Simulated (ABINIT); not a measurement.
# LiHF2 (C2/m): G0W0 in ABINIT against the k mesh

Wanted: the cheapest k mesh that holds the gap of LiHF2 (C2/m).

Program: ABINIT 10.8.3. Level of theory: PBEsol and many-body steps on it, plane waves. Results are calculated unless marked as measured.

## 1. Starting point

The structure is monoclinic, space group C2/m (No. 12). Conventional cell: a = 5.095 Å, b = 3.070 Å, c = 4.903 Å, α = 90.00°, β = 121.02°, γ = 90.00°. Nearest to Li lie 6 F at 2.00 to 2.04 Å. H has 2 F at 1.14 Å nearest. Nearest to F lie 1 H at 1.14 Å and 3 Li at 2.00 to 2.04 Å. Farther neighbours and most contacts between anions are not listed.

Coordinates:

```cif
data_structure
_symmetry_space_group_name_H-M 'P 1'
_symmetry_Int_Tables_number 1
_cell_length_a 2.9742
_cell_length_b 2.9742
_cell_length_c 4.9029
_cell_angle_alpha 116.197
_cell_angle_beta 116.197
_cell_angle_gamma 62.139
_cell_volume 32.86
loop_
_atom_site_label
_atom_site_type_symbol
_atom_site_fract_x
_atom_site_fract_y
_atom_site_fract_z
_atom_site_occupancy
Li1 Li 0.00000 0.00000 0.00000 1
H2 H 0.00000 0.00000 0.50000 1
F3 F 0.20980 0.20980 0.75070 1
F4 F 0.79020 0.79020 0.24930 1
```

The cell and positions are those that the Materials Project relaxed with its own functionals (PBE, PBE+U or r2SCAN), kept fixed.

## 2. Empty states on the mesh, 4×4×2 mesh, 70 bands

This step: ABINIT 10.8.3; DFT, PBEsol, plane waves, norm-conserving pseudopotentials.

The sums over transitions need many empty states on a uniform mesh; this step solves for them.

Contents of run.abi:

```
acell 3*1.0 Angstrom
rprim 
  2.547496000000 -1.534899000000 0.000000000000
  2.547496000000 1.534899000000 0.000000000000
  -2.526944000000 -0.000000000000 4.201520000000
ntypat 3
znucl 3 1 9
natom 4
typat 1 2 3 3
xred 
  0.000000000000 0.000000000000 0.000000000000
  0.000000000000 0.000000000000 0.500000000000
  0.209803000000 0.209803000000 0.750702000000
  0.790197000000 0.790197000000 0.249298000000
pp_dirpath "pseudos"
pseudos "Li.upf, H.upf, F.upf"
ecut 36
ngkpt 4 4 2
nshiftk 1
shiftk 0 0 0
kptopt 1
chksymbreak 0
irdden 1
istwfk *1
nband 70
prtvol 0
optdriver 6
gwr_task "HDIAGO"
paral_kgb 0
occopt 1
indata_prefix "in"
outdata_prefix "out"
tmpdata_prefix "tmp"
```

On the command line:

```console
> OMP_NUM_THREADS=1 mpirun -n 4 abinit run.abi > log
```

Numbers of over 12 decimals in the logs are rounded to 6 here.

Log:

```text
.Version 10.8.3 of ABINIT. v10.8.2 released Aug 2026.

 Symmetries : space group C2/m (# 12); Bravais mC (1-face-center monocl.)
[... echo of the input left out ...]
== DATASET  1 ==================================================================
-   mpi_nproc: 4, omp_nthreads: 1 (-1 if OMP is not activated)

--- !DatasetInfo
iteration_state: {dtset: 1, }
dimensions: {natom: 4, nkpt: 14, mband: 70, nsppol: 1, nspinor: 1, nspden: 1, mpw: 2327, }
cutoff_energies: {ecut:  36.0, pawecutdg:  -1.0, }
[...]
Indirect band gap semiconductor
 Fundamental gap:     8.408 (eV)
   VBM:    -2.601 (eV) at k: [ 0.0000E+00,  0.0000E+00,  5.0000E-01]
   CBM:     5.807 (eV) at k: [ 0.0000E+00,  0.0000E+00,  0.0000E+00]
 Direct gap:         8.531 (eV) at k: [ 0.0000E+00,  0.0000E+00,  0.0000E+00]

== END DATASET(S) ==============================================================
================================================================================

 -outvars: echo values of variables after computation  --------
           etotal      0.0000000000E+00
            nband          70
             nkpt          14
          spgroup          12
 [... the other variables as echoed above ...]

 Calculation completed.
```

Elapsed: 32 s, on 4 MPI ranks of Arm Neoverse V2, shared host; peak memory 1.4 GiB.

This step gave:

```yaml
gap: 8.408 eV
k_of_the_valence_top: 0, 0, 0.5
k_of_the_conduction_bottom: 0, 0, 0
least_direct_gap: 8.531 eV
k_points_computed: 14
lowest_point_of_the_top_converged_band_above_the_valence_top: 75.8274 eV
```

On this mesh the gap is 8.408 eV.

The density comes from a self-consistent run that is not shown.

## 3. Empty states on the mesh, 2×2×1 mesh, 26 bands

run.abi: that of step 2 with these lines changed.

```diff
@@ -17,3 +17,3 @@
 ecut 36
-ngkpt 4 4 2
+ngkpt 2 2 1
 nshiftk 1
@@ -22,10 +22,10 @@
 chksymbreak 0
+iscf -2
 irdden 1
 istwfk *1
-nband 70
+nband 26
+nbdbuf 4
+tolwfr 1e-09
+nstep 60
 prtvol 0
-optdriver 6
-gwr_task "HDIAGO"
-paral_kgb 0
-occopt 1
 indata_prefix "in"
```

Log:

```text
.Version 10.8.3 of ABINIT. v10.8.2 released Aug 2026.

 Symmetries : space group C2/m (# 12); Bravais mC (1-face-center monocl.)
[... echo of the input left out ...]
== DATASET  1 ==================================================================
-   mpi_nproc: 4, omp_nthreads: 1 (-1 if OMP is not activated)
-    --> not optimal distribution: autoparal keyword recommended in input file <--

--- !DatasetInfo
iteration_state: {dtset: 1, }
dimensions: {natom: 4, nkpt: 3, mband: 26, nsppol: 1, nspinor: 1, nspden: 1, mpw: 2327, }
cutoff_energies: {ecut:  36.0, pawecutdg:  -1.0, }
[...]
-0.10010    0.21342    0.37287    0.55164    0.60248    0.60363    0.63679    0.74706
   0.83642    0.85245    0.92495    0.94834    0.94847    0.99702    1.04828    1.09624
   1.16534    1.19406
 prteigrs : prtvol=0 or 1, do not print more k-points.

== END DATASET(S) ==============================================================
================================================================================

 -outvars: echo values of variables after computation  --------
            nband          26
             nkpt           3
          spgroup          12
 [... the other variables as echoed above ...]

 Calculation completed.
```

Run time: 2.2 s. Hardware: 4 MPI ranks; peak memory 0.07 GiB.

This step gave:

| Quantity | Value |
| --- | --- |
| gap | 8.476 eV |
| k of the valence top | 0.5, 0.5, 0 |
| k of the conduction bottom | 0, 0, 0 |
| least direct gap | 8.531 eV |
| k points computed | 3 |
| lowest point of the top converged band, above the valence top | 29.80 eV |

On this mesh the gap is 8.476 eV.

## 4. Empty states on the mesh, 4×4×4 mesh, 26 bands

run.abi: that of step 3 with these lines changed.

```diff
@@ -17,3 +17,3 @@
 ecut 36
-ngkpt 2 2 1
+ngkpt 4 4 4
 nshiftk 1
```

Log:

```text
.Version 10.8.3 of ABINIT. v10.8.2 released Aug 2026.

 Symmetries : space group C2/m (# 12); Bravais mC (1-face-center monocl.)
[... echo of the input left out ...]
== DATASET  1 ==================================================================
-   mpi_nproc: 4, omp_nthreads: 1 (-1 if OMP is not activated)

--- !DatasetInfo
iteration_state: {dtset: 1, }
dimensions: {natom: 4, nkpt: 24, mband: 26, nsppol: 1, nspinor: 1, nspden: 1, mpw: 2327, }
cutoff_energies: {ecut:  36.0, pawecutdg:  -1.0, }
[...]
-0.10010    0.21342    0.37287    0.55164    0.60248    0.60363    0.63679    0.74706
   0.83642    0.85245    0.92495    0.94834    0.94847    0.99702    1.04828    1.09624
   1.16534    1.19406
 prteigrs : prtvol=0 or 1, do not print more k-points.

== END DATASET(S) ==============================================================
================================================================================

 -outvars: echo values of variables after computation  --------
            nband          26
             nkpt          24
          spgroup          12
 [... the other variables as echoed above ...]

 Calculation completed.
```

Run time: 4.6 s. Hardware: 4 MPI ranks; peak memory 0.26 GiB.

This step gave:

```yaml
gap: 8.408 eV
k_of_the_valence_top: 0, 0, 0.5
k_of_the_conduction_bottom: 0, 0, 0
least_direct_gap: 8.531 eV
k_points_computed: 24
lowest_point_of_the_top_converged_band_above_the_valence_top: 28.53 eV
```

On this mesh the gap is 8.408 eV.

## 5. Empty states on the mesh, 6×6×4 mesh, 26 bands

run.abi: that of step 4 with these lines changed.

```diff
@@ -17,3 +17,3 @@
 ecut 36
-ngkpt 4 4 4
+ngkpt 6 6 4
 nshiftk 1
```

Log:

```text
.Version 10.8.3 of ABINIT. v10.8.2 released Aug 2026.

 Symmetries : space group C2/m (# 12); Bravais mC (1-face-center monocl.)
[... echo of the input left out ...]
== DATASET  1 ==================================================================
-   mpi_nproc: 4, omp_nthreads: 1 (-1 if OMP is not activated)

--- !DatasetInfo
iteration_state: {dtset: 1, }
dimensions: {natom: 4, nkpt: 47, mband: 26, nsppol: 1, nspinor: 1, nspden: 1, mpw: 2327, }
cutoff_energies: {ecut:  36.0, pawecutdg:  -1.0, }
[...]
-0.10010    0.21342    0.37287    0.55164    0.60248    0.60363    0.63679    0.74706
   0.83642    0.85245    0.92495    0.94834    0.94847    0.99702    1.04828    1.09624
   1.16534    1.19406
 prteigrs : prtvol=0 or 1, do not print more k-points.

== END DATASET(S) ==============================================================
================================================================================

 -outvars: echo values of variables after computation  --------
            nband          26
             nkpt          47
          spgroup          12
 [... the other variables as echoed above ...]

 Calculation completed.
```

Wall time 7.4 s (4 MPI ranks); peak memory 0.29 GiB.

This step gave:

* gap: 8.408 eV
* k of the valence top: 0, 0, 0.5
* k of the conduction bottom: 0, 0, 0
* least direct gap: 8.531 eV
* k points computed: 47
* lowest point of the top converged band, above the valence top: 28.53 eV

On this mesh the gap is 8.408 eV.

## 6. Screening, 2×2×1 mesh, 22 bands, screening to 106.1 eV

The RPA dielectric matrix is built and inverted for each q.

This step: RPA screening on PBEsol, plane waves, norm-conserving pseudopotentials.

run.abi: that of step 5 with these lines changed.

```diff
@@ -17,3 +17,3 @@
 ecut 36
-ngkpt 6 6 4
+ngkpt 2 2 1
 nshiftk 1
@@ -22,10 +22,11 @@
 chksymbreak 0
-iscf -2
-irdden 1
 istwfk *1
-nband 26
-nbdbuf 4
-tolwfr 1e-09
-nstep 60
-prtvol 0
+occopt 1
+irdwfk 1
+optdriver 3
+nband 22
+ecuteps 3.9
+inclvkb 2
+awtr 1
+symchi 1
 indata_prefix "in"
```

Log:

```text
.Version 10.8.3 of ABINIT. v10.8.2 released Aug 2026.

 Symmetries : space group C2/m (# 12); Bravais mC (1-face-center monocl.)
[... echo of the input left out ...]
== DATASET  1 ==================================================================
-   mpi_nproc: 4, omp_nthreads: 1 (-1 if OMP is not activated)

--- !DatasetInfo
iteration_state: {dtset: 1, }
dimensions: {natom: 4, nkpt: 3, mband: 22, nsppol: 1, nspinor: 1, nspden: 1, mpw: 2327, }
cutoff_energies: {ecut:  36.0, pawecutdg:  -1.0, }
electrons: {nelect:   1.80000000E+01, charge:   0.00000000E+00, occopt:   1.00000000E+00, tsmear:   1.00000000E-02, }

 SCREENING: Calculation of the susceptibility and dielectric matrices

 Based on a program developped by R.W. Godby, V. Olevano, G. Onida, and L. Reining.
 Incorporated in ABINIT by V. Olevano, G.-M. Rignanese, and M. Torrent.
.Using double precision arithmetic ; gwpc =  8

[... cell and pseudopotentials left out ...]
--------------------------------------------------------------------------------

 ==== K-mesh for the wavefunctions ====
 Number of points in the irreducible wedge :     3
[... list of points left out ...]
 Together with  4 symmetry operations and time-reversal symmetry
 yields     4 points in the full Brillouin Zone.

 ==== Q-mesh for the screening function ====
 Number of points in the irreducible wedge :     3
[... list of points left out ...]
 Together with  4 symmetry operations and time-reversal symmetry
 yields     4 points in the full Brillouin Zone.

 setmesh: FFT mesh size selected  =    20x   20x   30
          total number of points  =        12000

 vcoul_init : cutoff-mode = AUXILIARY_FUNCTION
 q-points for optical limit:   1
     1)      0.000010    0.000020    0.000030

- screening: taking advantage of time-reversal symmetry
- Maximum band index for partially occupied states nbvw = 9
- Remaining bands to be divided among processors   nbcw = 13
- Number of bands treated by each node ~3

 Number of electrons calculated from density =   18.0000; Expected =   18.0000
 average of density, n =  0.081179
 r_s =    1.4327
 omega_plasma =   27.4839 [eV]

 calculating chi0 at frequencies [eV] :
  1    0.000000E+00    0.000000E+00
  2    0.000000E+00    2.748392E+01

--------------------------------------------------------------------------------
  q-point number  1        q = ( 0.000000, 0.000000, 0.000000) [r.l.u.]
--------------------------------------------------------------------------------
[... chi0 elements left out ...]
 For q-point:  0.000010 0.000020 0.000030
  dielectric constant =   2.0784
  dielectric constant without local fields =   2.1612

  Average fulfillment of the sum rule on Im[epsilon] for q-point    1 :     21.04  [%]
[... wings left out ...]
  q-point number  2        q = ( 0.500000, 0.000000, 0.000000) [r.l.u.]
--------------------------------------------------------------------------------
[... chi0 elements left out ...]
  Average fulfillment of the sum rule on Im[epsilon] for q-point    2 :     24.39  [%]

 [... 1 further q-points ...]
```

Wall time 1.9 s (4 MPI ranks); peak memory 0.09 GiB.

Numbers from this step:

| Property | Result |
| --- | --- |
| ε∞ with local fields, on this mesh, along the program's q direction | 2.078 |
| the same without local fields | 2.161 |
| plasma frequency | 27.48 eV |
| plane waves in the screening matrix | 89 |

Local fields lower ε∞ by 4 %. On a Γ-centred mesh this coarse the value itself is usually too large, while a short band sum pulls it down.

## 7. 2×2×1

This step: G0W0 on PBEsol, plane waves, norm-conserving pseudopotentials.

run.abi: that of step 6 with these lines changed.

```diff
@@ -25,8 +25,17 @@
 irdwfk 1
-optdriver 3
+optdriver 4
 nband 22
+gwcalctyp 0
+ecutsigx 36
+symsigma 1
+nkptgw 2
+kptgw 
+  0.5000000000 0.5000000000 0.0000000000
+  0.0000000000 0.0000000000 0.0000000000
+bdgw 
+  8 11
+  8 11
 ecuteps 3.9
-inclvkb 2
-awtr 1
-symchi 1
+irdscr 1
+ppmodel 1
 indata_prefix "in"
```

Log:

```text
.Version 10.8.3 of ABINIT. v10.8.2 released Aug 2026.

 Symmetries : space group C2/m (# 12); Bravais mC (1-face-center monocl.)
[... echo of the input left out ...]
== DATASET  1 ==================================================================
-   mpi_nproc: 4, omp_nthreads: 1 (-1 if OMP is not activated)

--- !DatasetInfo
iteration_state: {dtset: 1, }
dimensions: {natom: 4, nkpt: 3, mband: 22, nsppol: 1, nspinor: 1, nspden: 1, mpw: 2327, }
cutoff_energies: {ecut:  36.0, pawecutdg:  -1.0, }
electrons: {nelect:   1.80000000E+01, charge:   0.00000000E+00, occopt:   1.00000000E+00, tsmear:   1.00000000E-02, }

 SIGMA: Calculation of the GW corrections

 Based on a program developped by R.W. Godby, V. Olevano, G. Onida, and L. Reining.
 Incorporated in ABINIT by V. Olevano, G.-M. Rignanese, and M. Torrent.
.Using double precision arithmetic ; gwpc =  8

[... cell and pseudopotentials left out ...]
--------------------------------------------------------------------------------

 ==== K-mesh for the wavefunctions ====
 Number of points in the irreducible wedge :     3
[... list of points left out ...]
 Together with  4 symmetry operations and time-reversal symmetry
 yields     4 points in the full Brillouin Zone.

 ==== Q-mesh for screening function ====
 Number of points in the irreducible wedge :     3
[... list of points left out ...]
 Together with  4 symmetry operations and time-reversal symmetry
 yields     4 points in the full Brillouin Zone.

 vcoul_init : cutoff-mode = AUXILIARY_FUNCTION
 q-points for optical limit:   1
     1)      0.000010    0.000020    0.000030
 setmesh: FFT mesh size selected  =    27x   27x   45
          total number of points  =        32805

 Number of electrons calculated from density =   18.0000; Expected =   18.0000
 average of density, n =  0.081179
 r_s =    1.4327
 omega_plasma =   27.4839 [eV]

 === KS Band Gaps ===
  >>>> For spin  1
   Minimum direct gap =   8.5313 [eV], located at k-point      :   0.0000  0.0000  0.0000
   Fundamental gap    =   8.4763 [eV], Top of valence bands at :   0.5000  0.5000  0.0000
                                       Bottom of conduction at :   0.0000  0.0000  0.0000
 SIGMA fundamental parameters:
 PLASMON POLE MODEL  1
 number of plane-waves for SigmaX                 2327
 number of plane-waves for SigmaC and W             89
 number of plane-waves for wavefunctions          2327
 number of bands                                    22
 number of independent spin polarizations            1
 number of spinorial components                      1
 number of k-points in IBZ                           3
 number of q-points in IBZ                           3
 number of symmetry operations                       4
 number of k-points in BZ                            4
 number of q-points in BZ                            4
 number of frequencies for dSigma/dE                 9
 frequency step for dSigma/dE [eV]                0.25
 number of omega for Sigma on real axis              0
 max omega for Sigma on real axis  [eV]           0.00
 zcut for avoiding poles [eV]                     0.10

 EPSILON^-1 parameters (SCR file):
 dimension of the eps^-1 matrix on file             89
 dimension of the eps^-1 matrix used                89
 number of plane-waves for wavefunctions          2327
 number of bands                                    22
 number of q-points in IBZ                           3
 number of frequencies                               2
 number of real frequencies                          1
 number of imag frequencies                          1

 matrix elements of self-energy operator (all in [eV])

 Perturbative Calculation

--- !SelfEnergy_ee
iteration_state: {dtset: 1, }
kpoint     : [   0.500,    0.500,    0.000, ]
spin       : 1
KS_gap     :   13.054
QP_gap     :   17.612
Delta_QP_KS:    4.557
data: !SigmaeeData |
     Band     E0 <VxcDFT>   SigX SigC(E0)      Z dSigC/dE  Sig(E)    E-E0       E
        8  -3.227 -21.860 -29.243   4.875   0.831  -0.203 -23.945  -2.085  -5.312
        9  -2.669 -22.668 -30.045   4.965   0.831  -0.204 -24.672  -2.004  -4.673
       10  10.385  -9.328  -3.994  -2.491   0.898  -0.114  -6.775   2.553  12.938
       11  11.467 -11.681  -5.970  -2.509   0.887  -0.128  -8.841   2.840  14.306

--- !SelfEnergy_ee
iteration_state: {dtset: 1, }
kpoint     : [   0.000,    0.000,    0.000, ]
spin       : 1
KS_gap     :    8.531
QP_gap     :   12.498
Delta_QP_KS:    3.967
data: !SigmaeeData |
     Band     E0 <VxcDFT>   SigX SigC(E0)      Z dSigC/dE  Sig(E)    E-E0       E
        8  -2.809 -22.520 -29.934   4.963   0.831  -0.204 -24.556  -2.036  -4.845
        9  -2.724 -23.306 -29.989   4.647   0.834  -0.199 -25.004  -1.698  -4.422
       10   5.807 -10.728  -5.779  -2.414   0.895  -0.117  -8.459   2.269   8.076
       11  10.146  -8.492  -3.203  -2.538   0.901  -0.110  -6.014   2.478  12.624

== END DATASET(S) ==============================================================
================================================================================

 -outvars: echo values of variables after computation  --------
           etotal      0.0000000000E+00
            nband          22
             nkpt           3
          spgroup          12
 [... the other variables as echoed above ...]

 Calculation completed.
```

The job ended after 1.9 s (4 MPI ranks; peak memory 0.08 GiB).

Numbers from this step:

* G0W0 gap on the points computed: 12.50 eV
* starting gap on the mesh: 8.476 eV
* k of the valence top: 0, 0, 0
* k of the conduction bottom: 0, 0, 0
* Z at the valence top: 0.834
* Z at the conduction bottom: 0.895
* least direct G0W0 gap on the computed points: 12.50 eV

(Continued in part 2 of 2.)

[Paths, hosts, dates, memory and timing lines, banners, echoed tables and standing remarks are left out of the program output.]

[Logs are printed without paths, hosts, clocks, repeated set-up lines and the standing remarks that a program may print on its own settings, such as how far it seeks lower states.]

[Runs of the session that timed out or met a known fault of the program may be left out.]

[Hosts, paths, dates, database ids (printed as entryN), source tags and the programs' standing remarks are cut or masked in the printed files.]

[G0W0 gaps are taken among the corrected bands and points alone; a level outside them can change the order at an edge.]

[Where Ansatz stands beside ABINIT at settings called matched, ABINIT's density can come from a denser mesh and the files from another edition; pairs whose starting gaps differed by over 0.03 eV were left out, so agreement reads better than it is.]
